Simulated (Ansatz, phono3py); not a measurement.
# CdS (Greenockite, P6_3mc): solver, mesh and scattering choices in phono3py, part 3 of 5

Wanted: the sensitivity of κ of CdS (Greenockite) to the choices of the transport step.

What experiment has found for this phase:
- thermal conductivity 16 W/m/K near room temperature (given in “Combining the AFLOW GIBBS and Elastic Libraries to efficiently and robustly screen thermo-mechanical properties of solids”, 2017, arXiv:1611.05714)

Ansatz 0.2.0 and phono3py 4.10.0; DFT LDA, scalar-relativistic, plane waves, PAW; PAW set soft_1 (the session's first sound run).

So far, κ at 300 K (W/m/K): step 3 (relaxation-time solution) 15.4; step 8 (q-mesh of the transport sums 9×9×5) 15.0; step 9 (q-mesh of the transport sums 13×13×7) 15.4; step 10 (q-mesh of the transport sums 17×17×9) 15.5; step 11 (q-mesh of the transport sums 21×21×11) 15.5.

The database entry behind the starting cell differs from later determinations by our own check (about 0.35 % long), so it need not match the best structure at ambient conditions.

## 13. Boundary scattering, third order supercell 3×3×2, supercell 3×3×2

A boundary term v/L is added to each rate, a simple model of grains or a thin sample.

This step: DFT LDA, scalar-relativistic, plane waves, PAW; PAW set soft_1; phono3py on Ansatz's force constants (phono3py 4.10.0).

File phono3py.yaml:

```yaml
phono3py:
  version: "4.10.0"
  frequency_unit_conversion_factor: 15.633302
  symmetry_tolerance: 1.00000e-05

physical_unit:
  atomic_mass: "AMU"
  length: "angstrom"

space_group:
  type: "P6_3mc"
  number: 186
  Hall_symbol: "P 6c -2c"

primitive_matrix:
- [  1.000000000000000,  0.000000000000000,  0.000000000000000 ]
- [  0.000000000000000,  1.000000000000000,  0.000000000000000 ]
- [  0.000000000000000,  0.000000000000000,  1.000000000000000 ]

supercell_matrix:
- [   3,   0,   0 ]
- [   0,   3,   0 ]
- [   0,   0,   2 ]

# [primitive_cell block left out]
unit_cell:
  lattice:
  - [     4.073843609889433,    -0.000000000028867,     0.000000000000000 ] # a
  - [    -2.036921804919716,     3.528052057223585,     0.000000000000000 ] # b
  - [     0.000000000000000,     0.000000000000000,     6.638760861100000 ] # c
  points:
  - symbol: Cd # 1
    coordinates: [  0.333333333333333,  0.666666666666667, -0.000535718500000 ]
    mass: 112.414000
    reduced_to: 1
  - symbol: Cd # 2
    coordinates: [  0.666666666666667,  0.333333333333333,  0.499464281500000 ]
    mass: 112.414000
    reduced_to: 2
  - symbol: S # 3
    coordinates: [  0.333333333333333,  0.666666666666667,  0.375535718500000 ]
    mass: 32.060000
    reduced_to: 3
  - symbol: S # 4
    coordinates: [  0.666666666666667,  0.333333333333333,  0.875535718500000 ]
    mass: 32.060000
    reduced_to: 4

# [supercell block left out]
phonon_supercell_matrix:
- [   3,   0,   0 ]
- [   0,   3,   0 ]
- [   0,   0,   2 ]

# [phonon_primitive_cell block left out]
# [phonon_supercell block left out]
nac:
  born_effective_charge:
  - # 1 (Cd)
    - [  2.064341894704158,  0.000000000000000,  0.000000000000000 ]
    - [  0.000000000000000,  2.064341894704158,  0.000000000000000 ]
    - [  0.000000000000000,  0.000000000000000,  2.163932318927105 ]
  - # 2 (Cd)
    - [  2.064341894704158,  0.000000000000000,  0.000000000000000 ]
    - [  0.000000000000000,  2.064341894704158,  0.000000000000000 ]
    - [  0.000000000000000,  0.000000000000000,  2.163932318927105 ]
  - # 3 (S)
    - [ -2.064341894704158,  0.000000000000000,  0.000000000000000 ]
    - [  0.000000000000000, -2.064341894704158,  0.000000000000000 ]
    - [  0.000000000000000,  0.000000000000000, -2.163932318927105 ]
  - # 4 (S)
    - [ -2.064341894704158,  0.000000000000000,  0.000000000000000 ]
    - [  0.000000000000000, -2.064341894704158,  0.000000000000000 ]
    - [  0.000000000000000,  0.000000000000000, -2.163932318927105 ]
  dielectric_constant:
    - [  6.409958018941685,  0.000000000000000,  0.000000000000000 ]
    - [ -0.000000000000001,  6.409958018941684,  0.000000000000000 ]
    - [  0.000000000000000,  0.000000000000000,  6.516668704070238 ]
  unit_conversion_factor: 14.399645
```

Command:

```console
$ phono3py phono3py.yaml --mesh 15 15 7 --br --isotope --boundary-mfp 0.03 --ts 100 150 200 300 400 500 600 800
```

The log of the run:

```text
[banner, memory and clock lines left out]
Rust backend (phonors) using rayon (8 threads).
Running in phono3py.load mode.
Spglib version 2.8.0
----------------------------- General settings -----------------------------
Run mode: conductivity-RTA
HDF5 data compression filter: gzip
Crystal structure was read from "phono3py.yaml".
Supercell (dim): [3 3 2]
Phonon supercell (dim-fc2): [3 3 2]
Primitive matrix:
  [1. 0. 0.]
  [0. 1. 0.]
  [0. 0. 1.]
Spacegroup: P6_3mc (186)
Use -v option to watch primitive cell, unit cell, and supercell structures.
NAC parameters were read from "phono3py.yaml".
fc3 was read from "fc3.hdf5".
fc2 was read from "fc2.hdf5".
----------------------------- Force constants ------------------------------
Max drift of fc3: 0.00000300 (zzz) 0.00000300 (zzz) 0.00000300 (zzz)
Max drift of fc2: -0.00000600 (zz) -0.00000600 (zz)
--------------------------- Calculation settings ---------------------------
Non-analytical term correction (NAC): True
NAC unit conversion factor:  14.39964
BZ integration: Tetrahedron-method
Temperature:  100.0  150.0  200.0  300.0  400.0 ... 800.0
Cutoff frequency: 0.01
Mesh sampling: [ 15 15 7 ]
Generating grid system ... [ 15 15 7 ]
fc3-r2q-transformation over three atoms: True
--------------------------- Phonon calculations ----------------------------
  PRB 50, 13035(R) (1994), PRB 55, 10355 (1997)
  G-cutoff distance: 0.91, Number of G-points: 313, Lambda: 0.24
Running harmonic phonon calculations...
-------------------- Lattice thermal conductivity (RTA) --------------------
Running heat capacity calculations...
Running velocity calculations...
Running isotope scattering calculations with tetrahedron method...
======================= Grid point 0 (1/108) =======================
q-point: ( 0.00  0.00  0.00)
Boundary mean free path (micrometer): 0.03000
Mass variance parameters: 2.72e-04 2.72e-04 1.65e-04 1.65e-04
Number of triplets: 108
Frequency     group velocity (x, y, z)     |gv|
  -0.004   (   0.000    0.000    0.000)    0.000
  -0.003   (   0.000    0.000    0.000)    0.000
   0.002   (   0.000    0.000    0.000)    0.000
   1.260   (   0.000   -0.000    0.000)    0.000
   1.260   (   0.000    0.000    0.000)    0.000
   4.103   (  -0.000    0.000   -0.000)    0.000
   7.210   (   0.000    0.000   -0.000)    0.000
   7.423   (   0.000    0.000    0.000)    0.000
   7.423   (   0.000   -0.000   -0.000)    0.000
   7.815   (   0.000   -0.000    0.000)    0.000
   7.815   (   0.000   -0.000   -0.000)    0.000
   9.198   (   0.000    0.000    0.000)    0.000
======================= Grid point 1 (2/108) =======================
q-point: ( 0.07  0.00  0.00)
Boundary mean free path (micrometer): 0.03000
Mass variance parameters: 2.72e-04 2.72e-04 1.65e-04 1.65e-04
Number of triplets: 256
Frequency     group velocity (x, y, z)     |gv|
   0.258   (  11.771    6.796    0.000)   13.592
   0.291   (  18.069   10.432    0.000)   20.864
   0.783   (  33.817   19.524    0.000)   39.049
   1.261   (   0.188    0.108    0.000)    0.217
[...]
[105 grid points left out]
======================= Grid point 805 (108/108) =======================
q-point: ( 0.33  0.33  0.43)
Boundary mean free path (micrometer): 0.03000
Mass variance parameters: 2.72e-04 2.72e-04 1.65e-04 1.65e-04
Number of triplets: 165
Frequency     group velocity (x, y, z)     |gv|
[...]
4.232   (  -0.533   -0.922    2.114)    2.367
   4.232   (   0.533    0.922    2.114)    2.367
   8.145   (  -0.418   -0.724   -1.300)    1.545
   8.145   (   0.418    0.724   -1.300)    1.545
   8.731   (  -0.416   -0.720   -0.007)    0.831
   8.731   (   0.415    0.720   -0.007)    0.831
   8.911   (   0.000    0.000    6.464)    6.464
   9.048   (   0.000    0.000   -6.009)    6.009
=================== End of collection of collisions ===================
----------- Thermal conductivity (W/m-k) with tetrahedron method -----------
#  T(K)        xx         yy         zz         yz         xz         xy
  100.0       5.684      5.684      6.043     -0.000      0.000     -0.000
  150.0       5.524      5.524      5.764     -0.000      0.000     -0.000
  200.0       5.206      5.206      5.376     -0.000      0.000     -0.000
  300.0       4.587      4.587      4.688     -0.000      0.000     -0.000
  400.0       4.090      4.090      4.159     -0.000      0.000     -0.000
  500.0       3.697      3.697      3.748     -0.000      0.000     -0.000
  600.0       3.380      3.380      3.419      0.000      0.000     -0.000
  800.0       2.896      2.896      2.922      0.000      0.000     -0.000

Thermal conductivity related properties were written into
"kappa-m15157.hdf5".
Summary of calculation was written in "phono3py.yaml".
```

Elapsed: 17 s, on 8 threads of Intel Xeon at 2.70GHz, shared host; peak memory 0.09 GiB.

This step gave:

- κ at 300 K: 4.621 W/m/K
- κ xx, yy, zz at 300 K: 4.587, 4.587, 4.688 W/m/K

W/m/K. Kappa, by row:

| T (K) | xx | yy | zz | yz | xz | xy |
| --- | --- | --- | --- | --- | --- | --- |
| 100 | 5.684 | 5.684 | 6.043 | 0 | 0 | 0 |
| 150 | 5.524 | 5.524 | 5.764 | 0 | 0 | 0 |
| 200 | 5.206 | 5.206 | 5.376 | 0 | 0 | 0 |
| 300 | 4.587 | 4.587 | 4.688 | 0 | 0 | 0 |
| 400 | 4.09 | 4.09 | 4.159 | 0 | 0 | 0 |
| 500 | 3.697 | 3.697 | 3.748 | 0 | 0 | 0 |
| 600 | 3.38 | 3.38 | 3.419 | 0 | 0 | 0 |
| 800 | 2.896 | 2.896 | 2.922 | 0 | 0 | 0 |

κ at 300 K goes from 15.4 in the base run to 4.62 W/(m K).

## 14. Boundary scattering, third order supercell 3×3×2, supercell 3×3×2 (run 2)

A boundary term v/L is added to each rate, a simple model of grains or a thin sample.

phono3py.yaml is that of step 13.

Command:

```console
$ phono3py phono3py.yaml --mesh 15 15 7 --br --isotope --boundary-mfp 0.3 --ts 100 150 200 300 400 500 600 800
```

The log of the run:

```text
[banner, memory and clock lines left out]
Rust backend (phonors) using rayon (8 threads).
Running in phono3py.load mode.
Spglib version 2.8.0
----------------------------- General settings -----------------------------
Run mode: conductivity-RTA
HDF5 data compression filter: gzip
Crystal structure was read from "phono3py.yaml".
Supercell (dim): [3 3 2]
Phonon supercell (dim-fc2): [3 3 2]
Primitive matrix:
  [1. 0. 0.]
  [0. 1. 0.]
  [0. 0. 1.]
Spacegroup: P6_3mc (186)
Use -v option to watch primitive cell, unit cell, and supercell structures.
[...]
----------- Thermal conductivity (W/m-k) with tetrahedron method -----------
#  T(K)        xx         yy         zz         yz         xz         xy
  100.0      20.982     20.982     22.000      0.000      0.000     -0.000
  150.0      17.117     17.117     17.785      0.000      0.000     -0.000
  200.0      14.374     14.374     14.850      0.000      0.000     -0.000
[...]
600.0       6.451      6.451      6.579      0.000      0.000     -0.000
  800.0       5.094      5.094      5.185      0.000      0.000     -0.000

Thermal conductivity related properties were written into
"kappa-m15157.hdf5".
Summary of calculation was written in "phono3py.yaml".
```

Wall time 18 s (8 threads); peak memory 0.09 GiB; 2.1 min of CPU time.

Numbers from this step:

* κ at 300 K: 11.02 W/m/K
* κ xx, yy, zz at 300 K: 10.92, 10.92, 11.22 W/m/K

κ at 300 K goes from 15.4 in the base run to 11.0 W/(m K).

## 15. Direct solution of the linearised equation, third order supercell 3×3×2, supercell 3×3×2

Solving the linearised equation directly keeps the heat that normal processes pass on between modes; it is dearer, so the mesh may be smaller.

phono3py.yaml is that of step 14.

Command:

```console
$ phono3py phono3py.yaml --mesh 15 15 7 --lbte --isotope --ts 100 300 600
```

The log of the run:

```text
[banner, memory and clock lines left out]
Rust backend (phonors) using rayon (8 threads).
Running in phono3py.load mode.
Spglib version 2.8.0
----------------------------- General settings -----------------------------
Run mode: conductivity-LBTE
HDF5 data compression filter: gzip
Crystal structure was read from "phono3py.yaml".
Supercell (dim): [3 3 2]
Phonon supercell (dim-fc2): [3 3 2]
Primitive matrix:
  [1. 0. 0.]
  [0. 1. 0.]
  [0. 0. 1.]
Spacegroup: P6_3mc (186)
Use -v option to watch primitive cell, unit cell, and supercell structures.
NAC parameters were read from "phono3py.yaml".
fc3 was read from "fc3.hdf5".
fc2 was read from "fc2.hdf5".
----------------------------- Force constants ------------------------------
Max drift of fc3: 0.00000300 (zzz) 0.00000300 (zzz) 0.00000300 (zzz)
Max drift of fc2: -0.00000600 (zz) -0.00000600 (zz)
--------------------------- Calculation settings ---------------------------
Non-analytical term correction (NAC): True
NAC unit conversion factor:  14.39964
BZ integration: Tetrahedron-method
Temperatures: 100.0  300.0  600.0
Cutoff frequency: 0.01
Mesh sampling: [ 15 15 7 ]
Generating grid system ... [ 15 15 7 ]
fc3-r2q-transformation over three atoms: True
--------------------------- Phonon calculations ----------------------------
  PRB 50, 13035(R) (1994), PRB 55, 10355 (1997)
  G-cutoff distance: 0.91, Number of G-points: 313, Lambda: 0.24
Running harmonic phonon calculations...
------------------- Lattice thermal conductivity (LBTE) -------------------
Running heat capacity calculations...
Running velocity calculations...
Running isotope scattering calculations with tetrahedron method...
======================= Grid point 0 (1/108) =======================
q-point: ( 0.00  0.00  0.00)
Boundary mean free path (millimeter): 1000.000
Mass variance parameters: 2.72e-04 2.72e-04 1.65e-04 1.65e-04
Number of triplets: 108
Frequency     group velocity (x, y, z)     |gv|
  -0.004   (   0.000    0.000    0.000)    0.000
  -0.003   (   0.000    0.000    0.000)    0.000
   0.002   (   0.000    0.000    0.000)    0.000
   1.260   (   0.000   -0.000    0.000)    0.000
   1.260   (   0.000    0.000    0.000)    0.000
   4.103   (  -0.000    0.000   -0.000)    0.000
   7.210   (   0.000    0.000   -0.000)    0.000
   7.423   (   0.000    0.000    0.000)    0.000
   7.423   (   0.000   -0.000   -0.000)    0.000
   7.815   (   0.000   -0.000    0.000)    0.000
   7.815   (   0.000   -0.000   -0.000)    0.000
   9.198   (   0.000    0.000    0.000)    0.000
======================= Grid point 1 (2/108) =======================
q-point: ( 0.07  0.00  0.00)
Boundary mean free path (millimeter): 1000.000
Mass variance parameters: 2.72e-04 2.72e-04 1.65e-04 1.65e-04
Number of triplets: 256
Frequency     group velocity (x, y, z)     |gv|
   0.258   (  11.771    6.796    0.000)   13.592
   0.291   (  18.069   10.432    0.000)   20.864
   0.783   (  33.817   19.524    0.000)   39.049
   1.261   (   0.188    0.108    0.000)    0.217
[...]
[105 grid points left out]
======================= Grid point 805 (108/108) =======================
q-point: ( 0.33  0.33  0.43)
Boundary mean free path (millimeter): 1000.000
Mass variance parameters: 2.72e-04 2.72e-04 1.65e-04 1.65e-04
Number of triplets: 165
Frequency     group velocity (x, y, z)     |gv|
[...]
4.232   (  -0.533   -0.922    2.114)    2.367
   4.232   (   0.533    0.922    2.114)    2.367
   8.145   (  -0.418   -0.724   -1.300)    1.545
   8.145   (   0.418    0.724   -1.300)    1.545
   8.731   (  -0.416   -0.720   -0.007)    0.831
   8.731   (   0.415    0.720   -0.007)    0.831
   8.911   (   0.000    0.000    6.464)    6.464
   9.048   (   0.000    0.000   -6.009)    6.009
=================== End of collection of collisions ===================
- Collision matrix shape (1, 3, 108, 12, 3, 108, 12, 3)
- Averaging collision matrix elements by phonon degeneracy [0.130s]
- Making collision matrix symmetric (Rust) [0.035s]
Diagonalize by scipy.linalg.lapack.dsyev sum=2.0e+01 d=-3.6e-15 [133.589s]
Pinv by ignoring 1164/3888 dims under abs(eig)<1.0e-08 (np.dot) [0.034s]
----------- Thermal conductivity (W/m-k) with tetrahedron method -----------
#  T(K)        xx         yy         zz         yz         xz         xy
  100.0      52.411     52.411     54.582     -0.000      0.000     -0.000
  (RTA)      46.245     46.245     51.116      0.000      0.000     -0.000
Diagonalize by scipy.linalg.lapack.dsyev sum=4.2e+01 d=0.0e+00 [124.340s]
Pinv by ignoring 1164/3888 dims under abs(eig)<1.0e-08 (np.dot) [0.031s]
#  T(K)        xx         yy         zz         yz         xz         xy
  300.0      17.730     17.730     16.776     -0.000     -0.000     -0.000
  (RTA)      15.256     15.256     15.797     -0.000      0.000     -0.000
Diagonalize by scipy.linalg.lapack.dsyev sum=7.5e+01 d=0.0e+00 [127.656s]
Pinv by ignoring 1164/3888 dims under abs(eig)<1.0e-08 (np.dot) [0.033s]
#  T(K)        xx         yy         zz         yz         xz         xy
  600.0       9.312      9.312      8.544     -0.000      0.000     -0.000
  (RTA)       7.880      7.880      8.041      0.000     -0.000     -0.000
Thermal conductivity related properties were written into
"kappa-m15157.hdf5".
Eigenvalues of collision matrix were written into "coleigs-m15157.hdf5"
Summary of calculation was written in "phono3py.yaml".
```

The job ended after 6.8 min (8 threads; peak memory 0.51 GiB; 8.7 min of CPU time).

This step gave:

- κ at 300 K: 17.41 W/m/K
- κ xx, yy, zz at 300 K: 17.73, 17.73, 16.78 W/m/K

W/m/K. Kappa, by row:

| T (K) | xx | yy | zz | yz | xz | xy | RTA mean |
| --- | --- | --- | --- | --- | --- | --- | --- |
| 100 | 52.41 | 52.41 | 54.58 | 0 | 0 | 0 | 47.87 |
| 300 | 17.73 | 17.73 | 16.78 | 0 | 0 | 0 | 15.44 |
| 600 | 9.312 | 9.312 | 8.544 | 0 | 0 | 0 | 7.934 |

κ at 300 K goes from 15.4 in the base run to 17.4 W/(m K).

[end of part 3 of 5]

[Logs are printed without paths, hosts, clocks, repeated set-up lines and the standing remarks that a program may print on its own settings, such as how far it seeks lower states.]

[Hosts, paths, dates, database ids (printed as entryN), source tags and the programs' standing remarks are cut or masked in the printed files.]

[A step with changed settings may run another functional than the one named; its input shows which.]
